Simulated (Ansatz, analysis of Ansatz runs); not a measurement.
# Migration in Cs3Li2Cl5 (Imm2): H transfer from Cl to Cl, charge +1

Aim: the barrier of one jump in Cs3Li2Cl5 (Imm2) at charge +1: H transfer from Cl to Cl. The model is a cell of 60 host atoms with 1 H put in; H is the atom that moves.

Main program and level: Ansatz 0.2.0; plane-wave PAW DFT, PBEsol; relaxation of all atoms of a defect supercell at fixed charge in a uniform background.

### 1. Set-up

The cell holds 61 atoms: 18 Cs, 12 Li, 30 Cl and 1 H. Cell: a = 12.405 Å, b = 11.479 Å, c = 12.396 Å, α = 103.4°, β = 99.6°, γ = 90.0°. It derives from Cs3Li2Cl5 (space group Imm2). Nearest the centre at fractional (0.749, 0.776, 0.500): H61 at 0.50 Å, Li55 at 1.61 Å, Cl56 at 1.75 Å, Cl58 at 1.82 Å, Li54 at 2.34 Å, Li15 at 3.32 Å, Cs32 at 3.35 Å, Cl16 at 3.39 Å. The cell carries charge +1.

The cell's shortest repeat is 11.5 Å.

### 2. Relaxation of the start point, charge +1

The ends come first: from an unrelaxed start the top is counted from too high an energy, and the barrier comes out too low. Small random displacements break the symmetry of the ideal sites, so that the defect can distort if it gains by it. The charge of +1 is set by the electron count, and a uniform background keeps the cell neutral.

The input, qp1.start/input.yaml:

```yaml
crystal:
  lattice:
    - [-7.26279126, 0.0, 10.05668361]
    - [-9.30599473, 0.0, -6.72048182]
    - [3.53696389, -11.88058461, 0.00400652]
  atoms:
    - { symbol: Cs, position: [0.20698338, 0.17983322, 0.75368865] }
    - { symbol: Cs, position: [0.28908716, 0.3029889, 0.24631135] }
    - { symbol: Cs, position: [0.24802175, 0.4928089, 0.0] }
    - { symbol: Li, position: [0.15332132, 0.08941381, 0.43173718] }
    - { symbol: Li, position: [0.00940893, 0.37354522, 0.56826282] }
    - { symbol: Cl, position: [0.0013807, 0.16114104, 0.52008141] }
    - { symbol: Cl, position: [0.12086471, 0.05469553, 0.23701902] }
    - { symbol: Cl, position: [0.16135357, 0.40110033, 0.47991859] }
    - { symbol: Cl, position: [0.04185837, 0.43618602, 0.76298098] }
    - { symbol: Cl, position: [0.08135244, 0.24348952, 0.0] }
    - { symbol: Cs, position: [0.20698338, 0.67983322, 0.75368865] }
    - { symbol: Cs, position: [0.28908716, 0.8029889, 0.24631135] }
    - { symbol: Cs, position: [0.24802175, 0.9928089, 0.0] }
    - { symbol: Li, position: [0.15332132, 0.58941381, 0.43173718] }
    - { symbol: Li, position: [0.00940893, 0.87354522, 0.56826282] }
    - { symbol: Cl, position: [0.0013807, 0.66114104, 0.52008141] }
    - { symbol: Cl, position: [0.12086471, 0.55469553, 0.23701902] }
    - { symbol: Cl, position: [0.16135357, 0.90110033, 0.47991859] }
    - { symbol: Cl, position: [0.04185837, 0.93618602, 0.76298098] }
    - { symbol: Cl, position: [0.08135244, 0.74348952, 0.0] }
    - { symbol: Cs, position: [0.54031671, 0.17983322, 0.75368865] }
    - { symbol: Cs, position: [0.62242049, 0.3029889, 0.24631135] }
    - { symbol: Cs, position: [0.58135508, 0.4928089, 0.0] }
    - { symbol: Li, position: [0.48665466, 0.08941381, 0.43173718] }
    - { symbol: Li, position: [0.34274226, 0.37354522, 0.56826282] }
    - { symbol: Cl, position: [0.33471404, 0.16114104, 0.52008141] }
    - { symbol: Cl, position: [0.45419805, 0.05469553, 0.23701902] }
    - { symbol: Cl, position: [0.4946869, 0.40110033, 0.47991859] }
    - { symbol: Cl, position: [0.3751917, 0.43618602, 0.76298098] }
    - { symbol: Cl, position: [0.41468577, 0.24348952, 0.0] }
    - { symbol: Cs, position: [0.54031671, 0.67983322, 0.75368865] }
    - { symbol: Cs, position: [0.62242049, 0.8029889, 0.24631135] }
    - { symbol: Cs, position: [0.58135508, 0.9928089, 0.0] }
    - { symbol: Li, position: [0.48665466, 0.58941381, 0.43173718] }
    - { symbol: Li, position: [0.34274226, 0.87354522, 0.56826282] }
    - { symbol: Cl, position: [0.33471404, 0.66114104, 0.52008141] }
    - { symbol: Cl, position: [0.45419805, 0.55469553, 0.23701902] }
    - { symbol: Cl, position: [0.4946869, 0.90110033, 0.47991859] }
    - { symbol: Cl, position: [0.3751917, 0.93618602, 0.76298098] }
    - { symbol: Cl, position: [0.41468577, 0.74348952, 0.0] }
    - { symbol: Cs, position: [0.87365004, 0.17983322, 0.75368865] }
    - { symbol: Cs, position: [0.95575383, 0.3029889, 0.24631135] }
    - { symbol: Cs, position: [0.91468842, 0.4928089, 0.0] }
    - { symbol: Li, position: [0.81998799, 0.08941381, 0.43173718] }
    - { symbol: Li, position: [0.6760756, 0.37354522, 0.56826282] }
    - { symbol: Cl, position: [0.66804737, 0.16114104, 0.52008141] }
    - { symbol: Cl, position: [0.78753138, 0.05469553, 0.23701902] }
    - { symbol: Cl, position: [0.82802023, 0.40110033, 0.47991859] }
    - { symbol: Cl, position: [0.70852504, 0.43618602, 0.76298098] }
    - { symbol: Cl, position: [0.7480191, 0.24348952, 0.0] }
    - { symbol: Cs, position: [0.87365004, 0.67983322, 0.75368865] }
    - { symbol: Cs, position: [0.95575383, 0.8029889, 0.24631135] }
    - { symbol: Cs, position: [0.91468842, 0.9928089, 0.0] }
    - { symbol: Li, position: [0.81998799, 0.58941381, 0.43173718] }
    - { symbol: Li, position: [0.6760756, 0.87354522, 0.56826282] }
    - { symbol: Cl, position: [0.66804737, 0.66114104, 0.52008141] }
    - { symbol: Cl, position: [0.78753138, 0.55469553, 0.23701902] }
    - { symbol: Cl, position: [0.82802023, 0.90110033, 0.47991859] }
    - { symbol: Cl, position: [0.70852504, 0.93618602, 0.76298098] }
    - { symbol: Cl, position: [0.7480191, 0.74348952, 0.0] }
    - { symbol: H, position: [0.726992, 0.742902, 0.505779] }
total_charge: 1
basis:
  ecutwfc: 420
  xc_grid: 2
hamiltonian:
  xc: pbesol
kpoints:
  mp_grid: { grid: [1, 1, 1], shift: [0.25, 0.25, 0.25] }
scf:
  occupations: { method: fixed }
  max_iter: 100
output:
  forces: true
relax:
  f_tol: 0.02
  max_steps: 70
  random_displacement: { amplitude: 0.03, seed: 7755 }
```

Started as:

```bash
$ ansatz run input.yaml --threads 32 --pin off --max-ram 84787MiB --backend cuda --events-out ev --progress --plain --runs-dir out --max-vram 78GiB
```

Output:

```text
[... repeated set-up lines and file paths are left out, and long positions are rounded to six places ...]
[...]
Engine: ansatz 0.2.0, aarch64-unknown-linux-gnu
[...]
Pseudopotential: Cs, paw, valence charge 9, recommended cutoff 420 eV (normal), Cs.paw.azcp
Pseudopotential: Li, paw, valence charge 3, recommended cutoff 420 eV (normal), Li.paw.azcp
Pseudopotential: Cl, paw, valence charge 7, recommended cutoff 420 eV (normal), Cl.paw.azcp
Pseudopotential: H, paw, valence charge 1, recommended cutoff 420 eV (normal), H.paw.azcp
Functional definition: PBEsol
[...]
Crystal: 61 atoms, lattice volume = 1691.758 Å³
Basis set: ecut = 420 eV, 33071 PW (Γ), exchange–correlation on 180×160×180 points (8 copies of the dense FFT grid, shifted against one another)
[...]
SCF 1 converged in 6 iterations: F = -134937.366881 eV  dr2 = 8.30e-7
[...]
relax step   1: F+E_penalty+E_count = -134937.36688135 eV  Δ(F+E_penalty+E_count) = +0.000e0 eV  max|allowed force component| = 2.026e0 eV/Å  Δτ_max = 0.0000 Å  (6 SCF iters, dr2 threshold 1.00e-5 eV, [...]
[... the SCF cycles and remarks between the steps are left out from here to the last step ...]
relax step   9: F+E_penalty+E_count = -134938.91099867 eV  Δ(F+E_penalty+E_count) = +2.681e-3 eV  max|allowed force component| = 1.094e-1 eV/Å  Δτ_max = 0.1999 Å  (6 SCF iters, dr2 threshold 9.17e-7 e [...]
relax step  10: F+E_penalty+E_count = -134938.91803992 eV  Δ(F+E_penalty+E_count) = -4.360e-3 eV  max|allowed force component| = 5.297e-2 eV/Å  Δτ_max = 0.0886 Å  (6 SCF iters, accepted)
[...]
relax step  13: F+E_penalty+E_count = -134938.91961143 eV  Δ(F+E_penalty+E_count) = -9.866e-8 eV  max|allowed force component| = 9.654e-3 eV/Å  Δτ_max = 0.0000 Å  (3 SCF iters, accepted)
[...]
```

Run time: 8.2 s. Hardware: 1 × NVIDIA GB200 with 32 threads of Arm Neoverse V2, shared host; peak memory 1.5 GiB; 36 s of CPU time.

Step by step:

```csv
step,energy less that of the first step (eV),largest force component (eV/Å)
1,0.0000,2.0257
2,-0.9461,1.5396
3,-1.2950,0.4504
4,-1.4017,0.3595
5,-1.4792,0.1208
6,-1.5137,0.0832
7,-1.5297,0.0707
8,-1.5468,0.0463
9,-1.5441,0.1094
10,-1.5512,0.0530
11,-1.5521,0.0747
12,-1.5527,0.0095
13,-1.5527,0.0097
```

Relaxation step 9 was tried and not accepted.

The atoms that moved most (Å, from the sites as typed, ahead of the random displacement, the mean shift of all atoms taken out):

```csv
atom,dx,dy,dz,length
Li55,-0.622,-0.116,-0.682,0.930
Li44,-0.510,0.010,-0.389,0.642
Li54,0.143,0.108,0.373,0.414
H61,-0.389,0.078,0.095,0.408
Cl58,0.335,-0.076,0.009,0.344
Cl48,0.268,0.099,0.174,0.335
Cl56,-0.101,0.108,0.248,0.288
Cl46,0.191,-0.122,0.068,0.236
```

Neighbours of H61 at the end:

```csv
atom,distance (Å)
Cl56,1.538
Cl58,1.586
Li55,2.511
Li54,2.629
Cl16,3.342
Li15,3.407
Cl38,3.496
Cs32,3.528
Cl59,3.543
```

Among the atoms that came to bonding distance: Cl58–H61 1.59 Å (from 2.32).

This step gave:

| Property | Result |
| --- | --- |
| free energy | -134938.9196 eV |
| r.m.s. move of the farther half of the atoms | 0.06606 Å |
| largest move from the ideal geometry of this structure, a common shift of the far atoms taken out | 0.9352 Å |

The relaxation gained 1.553 eV and ended with a largest force component of 0.0097 eV/Å.

### 3. Relaxation of the end point, charge +1

The end point is relaxed in the same cell and settings, so that the two energies compare. Atoms more than 3.2 Å from the middle of the hop start where the first relaxation left them, the nearer ones on or close to their ideal places, with small random displacements.

The input, qp1.end/input.yaml:

```yaml
crystal:
  lattice:
    - [-7.26279126, 0.0, 10.05668361]
    - [-9.30599473, 0.0, -6.72048182]
    - [3.53696389, -11.88058461, 0.00400652]
  atoms:
    - { symbol: Cs, position: [0.20799247, 0.17888722, 0.7558745] }
    - { symbol: Cs, position: [0.28945114, 0.30157882, 0.2460132] }
[... 12 atom lines left out ...]
    - { symbol: Li, position: [0.01606185, 0.86826785, 0.57189677] }
    - { symbol: Cl, position: [0.00046496, 0.65384764, 0.52217063] }
[... 15 atom lines left out ...]
    - { symbol: Cs, position: [0.61848953, 0.80505824, 0.23632414] }
[... 5 atom lines left out ...]
    - { symbol: Cl, position: [0.49225855, 0.8870411, 0.47302911] }
[... 12 atom lines left out ...]
    - { symbol: Cs, position: [0.87800204, 0.6843523, 0.76187961] }
[... 2 atom lines left out ...]
    - { symbol: Li, position: [0.81998799, 0.58941381, 0.43173718] }
    - { symbol: Li, position: [0.6760756, 0.87354522, 0.56826282] }
    - { symbol: Cl, position: [0.66804737, 0.66114104, 0.52008141] }
    - { symbol: Cl, position: [0.78929803, 0.55212361, 0.23624049] }
    - { symbol: Cl, position: [0.82802023, 0.90110033, 0.47991859] }
    - { symbol: Cl, position: [0.70545971, 0.94298555, 0.76061443] }
[... 1 atom line left out ...]
    - { symbol: H, position: [0.771475, 0.809626, 0.494221] }
total_charge: 1
basis:
  ecutwfc: 420
  xc_grid: 2
hamiltonian:
  xc: pbesol
kpoints:
  mp_grid: { grid: [1, 1, 1], shift: [0.25, 0.25, 0.25] }
scf:
  occupations: { method: fixed }
  max_iter: 100
output:
  forces: true
relax:
  f_tol: 0.02
  max_steps: 70
  random_displacement: { amplitude: 0.01, seed: 7755 }
```

Output:

```text
[...]
Crystal: 61 atoms, lattice volume = 1691.758 Å³
Basis set: ecut = 420 eV, 33071 PW (Γ), exchange–correlation on 180×160×180 points (8 copies of the dense FFT grid, shifted against one another)
[...]
SCF 1 converged in 6 iterations: F = -134938.006656 eV  dr2 = 7.54e-7
[...]
relax step   1: F+E_penalty+E_count = -134938.00665567 eV  Δ(F+E_penalty+E_count) = +0.000e0 eV  max|allowed force component| = 1.429e0 eV/Å  Δτ_max = 0.0000 Å  (6 SCF iters, dr2 threshold 1.00e-5 eV, [...]
[...]
relax step   9: F+E_penalty+E_count = -134938.91134762 eV  Δ(F+E_penalty+E_count) = -2.038e-2 eV  max|allowed force component| = 8.275e-2 eV/Å  Δτ_max = 0.2000 Å  (5 SCF iters, dr2 threshold 1.08e-5 e [...]
[...]
relax step  13: F+E_penalty+E_count = -134938.91957621 eV  Δ(F+E_penalty+E_count) = -8.466e-8 eV  max|allowed force component| = 7.751e-3 eV/Å  Δτ_max = 0.0000 Å  (3 SCF iters, accepted)
[...]
```

Elapsed: 7.3 s, on 1 × NVIDIA GB200 with 32 threads; peak memory 1.4 GiB; 36 s of CPU time.

The steps of the relaxation:

```csv
step,energy less that of the first step (eV),largest force component (eV/Å)
1,0.0000,1.4289
2,-0.5681,0.8295
3,-0.7606,0.2878
4,-0.7833,0.0906
5,-0.7971,0.0914
6,-0.8240,0.1135
7,-0.8573,0.1013
8,-0.8843,0.1162
9,-0.9047,0.0827
10,-0.9113,0.0342
11,-0.9122,0.0751
12,-0.9129,0.0078
13,-0.9129,0.0078
```

The atoms that moved most (Å, from the sites as typed, ahead of the random displacement):

```csv
atom,dx,dy,dz,length
Li55,-0.627,-0.116,-0.682,0.933
H61,0.585,-0.053,0.093,0.595
Li54,0.136,0.108,0.371,0.410
Cl58,0.325,-0.072,0.006,0.333
Cl56,-0.112,0.111,0.245,0.291
Cs22,-0.008,0.000,-0.001,0.008
Cl57,-0.007,0.000,-0.003,0.007
Cs41,-0.007,0.000,-0.001,0.007
```

Neighbours of H61 at the end:

```csv
atom,distance (Å)
Cl56,1.538
Cl58,1.586
Li55,2.509
Li54,2.629
Cl16,3.342
Li15,3.409
Cl38,3.494
Cs32,3.524
Cl59,3.548
```

Among the atoms that came to bonding distance: Cl56–H61 1.54 Å (from 2.25).

Read from the output:

```yaml
free_energy: -134938.9196 eV
r_m_s_move_of_the_farther_half_of_the_atoms: 0.06625 Å
largest_move_from_the_ideal_geometry_of_this_structure_a_common_shift_of_the_far_atoms_taken_out: 0.9320 Å
```

The relaxation gained 0.913 eV and ended with a largest force component of 0.0077 eV/Å. The end lies within 1 meV of the start.

### 4. No path, charge +1

Analysis of the runs above: comparison of two relaxed ends, PBEsol.

It gives:

* outcome: both ends relax to one structure
* largest difference: 0.006121 Å
* energy difference: 3.52e-5 eV

### 5. Outcome

```
outcome : both ends relax to one structure
```

What this shows: Start and end relaxed into one structure, so no band was run. The largest move in the relaxations was 0.9 Å. This doesn't show that a second stable place is lacking: the end was set up from the relaxed start, and an atom can slide across on the way. Limits: one k-point off the zone centre stands for the whole zone; spin–orbit coupling, which can matter with heavy atoms, is left out.

[Logs are printed without paths, hosts, clocks, repeated set-up lines and the standing remarks that a program may print on its own settings, such as how far it seeks lower states.]

[Hosts, paths, dates, database ids (printed as entryN), source tags and the programs' standing remarks are cut or masked in the printed files.]
